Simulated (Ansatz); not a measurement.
# Is the response still linear at 0.3 V/Å? 1T-CrSTe monolayer

The dipole of a slab grows in proportion to a weak field along its normal. Does the weak-field slope carry to a strong field?

**Method.** Ansatz 0.2.0, plane waves with PAW datasets (its set soft_2), LDA+U; atoms held at their relaxed places, 18 Å of vacuum, dipole correction, cell area 9.95 Å², spin-polarised, 18×18 k-points, smearing 0.02585 eV. Without field the slab has no gap over 0.05 eV.

```tsv
run	field (V/Å)	dipole (e·Å)
run 1	−0.05	−0.08159
run 2	0.00	−0.06621
run 3	0.05	−0.05081
run 4	0.10	−0.03540
run 5	0.30	?
```

**Question.** What value belongs in the row marked “?”, and how far can the other rows tell?

A least-squares line through the 4 rows shown has slope 0.307940 and intercept −0.066201; no row lies more than 0.00001 e·Å off it. A perfect conductor with that slope would be 180.95 × 0.30794 / 9.95 = 5.60 Å thick. At 0.30 it gives 0.307940 × 0.30 + (−0.066201) = 0.02618 e·Å, beyond the rows fitted. Rounding and scatter of the rows alone allow about ±0.00003 e·Å there.

The run itself gives 0.02633 e·Å: a miss of +0.00015 e·Å. That is under 1 % of the induced dipole, so the response is still linear.

**Limits.** Ions are held, so this is the electronic response. Of the series that stay linear within 1 %, this collection keeps about one in seven, and it keeps all that bend. With a small gap or none the response hangs on mesh and smearing, which were not varied here. Spin-orbit coupling is left out, which changes the bands of elements this heavy.

[Logs are printed without paths, hosts, clocks, repeated set-up lines and the standing remarks that a program may print on its own settings, such as how far it seeks lower states.]
